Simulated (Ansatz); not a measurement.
Computed results, one entry a study.

```cif
data_se
_symmetry_space_group_name_H-M 'P3_121'
_symmetry_Int_Tables_number 152
_cell_length_a 4.3662
_cell_length_b 4.3662
_cell_length_c 4.9536
_cell_angle_alpha 90.000
_cell_angle_beta 90.000
_cell_angle_gamma 120.000
_cell_volume 81.78
loop_
_atom_site_label
_atom_site_type_symbol
_atom_site_symmetry_multiplicity
_atom_site_Wyckoff_symbol
_atom_site_fract_x
_atom_site_fract_y
_atom_site_fract_z
_atom_site_occupancy
Se1 Se 3 a 0.22540 0.00000 0.33333 1
_calc_subject 'Selenium (P3_121, 3 atoms a cell): band gap by G0W0 on HSE06'
_calc_method 'G0W0 on HSE06, plane waves, PAW; PAW set soft_1 (and 1 further level or step)'
_calc_program 'Ansatz 0.2.0'
_calc_settings_of_one_run 'cutoff 420 eV, 6×6×4 k-mesh, PAW set soft 1, empty bands 244, screening cutoff 120 eV, screening contour deformation, QP bands (v2, c2)'
_calc_cost '2 runs, 94 s in all on 1 × NVIDIA H100 80GB HBM3 (shared by 6 runs) with 3 threads of AMD EPYC 7R13 (Zen 3), shared host (the runs of this entry)'
_calc_notes 'In doubt: masses and optical values from hybrid runs of this build are listed as unsure (in some of the runs), which bears on the screening that GW takes from such a start. The cell and positions come from the Crystallography Open Database and are kept as given unless a step says otherwise. Limits: no spin-orbit coupling. The differences hold parts that these runs do not separate: finite bands, cutoffs and mesh, points of the zone that were not corrected, the start of G0W0, spin-orbit coupling missing from it, static nuclei, no electron-hole attraction, and what each experiment reads as the gap. How much each gives is not known from the steps shown.'
_calc_hse06_gap_over_mesh_and_listed_points '1.779 eV, from k = (0.500, 0.000, 0.500) to k = (0.333, 0.333, 0.500)'
_calc_g0w0_hse06_gap_over_12_of_24_irreducible_mesh_points '2.152 eV, from k = (0.000, -0.500, -0.500) to k = (0.333, 0.333, -0.500)'
_calc_gw_settings '6×6×4 mesh, 244 empty bands, screening to 120 eV, PAW set soft_1 files'
_calc_known_limits 'finite bands, screening cutoff and k mesh; no spin-orbit coupling in G0W0'
```

[Paths, hosts, dates, memory and timing lines, banners, echoed tables and standing remarks are left out of the program output.]

[Logs are printed without paths, hosts, clocks, repeated set-up lines and the standing remarks that a program may print on its own settings, such as how far it seeks lower states.]

[Runs of the session that timed out or met a known fault of the program may be left out.]

[Cells called generated may have been cut or substituted from an entry of the Crystallography Open Database or the Materials Project.]

[Hosts, paths, dates, database ids (printed as entryN), source tags and the programs' standing remarks are cut or masked in the printed files.]
